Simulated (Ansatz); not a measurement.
In doubt: masses and optical values from hybrid runs of this build are listed as unsure, which bears on the screening that GW takes from such a start.

Rows from a G0W0 calculation on WS2 (Tungstenite) (Ansatz 0.2.0; G0W0 on HSE06, plane waves, PAW; 6×6×2 mesh, 240 empty bands, screening to 100 eV), in eV. Spin-orbit coupling is left out.

```csv
row,k,band,start,Σx,Σc at the solution,Vxc
A,Γ,v1,11.447,-19.516,0.660,-18.989
B,"(0.167, 0.167, 0.000)",c2,13.882,-13.999,-3.964,-18.173
C,Γ,v2,10.111,-18.297,1.074,-17.334
D,Γ,c1,14.455,-13.598,-4.089,-17.928
E,"(0.167, 0.167, 0.000)",c1,12.948,-12.791,-3.580,-16.537
F,"(0.167, 0.167, 0.000)",v1,9.749,-19.488,1.297,-18.384
```

**Question.** Give the quasiparticle energies and the shift of each level.

The quasiparticle equation reads E = start + Σx + Σc(E) − Vxc.

```csv
row,E (eV),shift (eV)
A,11.579,+0.133
B,14.092,+0.210
C,10.221,+0.110
D,14.695,+0.241
E,13.113,+0.165
F,9.942,+0.193
```

The gap over the computed points goes from 1.50 eV to 1.53 eV.

Limits: not at the basis limit; no spin-orbit coupling.

[Paths, hosts, dates, memory and timing lines, banners, echoed tables and standing remarks are left out of the program output.]

[Logs are printed without paths, hosts, clocks, repeated set-up lines and the standing remarks that a program may print on its own settings, such as how far it seeks lower states.]

[Runs of the session that timed out or met a known fault of the program may be left out.]

[Cells called generated may have been cut or substituted from an entry of the Crystallography Open Database or the Materials Project.]

[Hosts, paths, dates, database ids (printed as entryN), source tags and the programs' standing remarks are cut or masked in the printed files.]
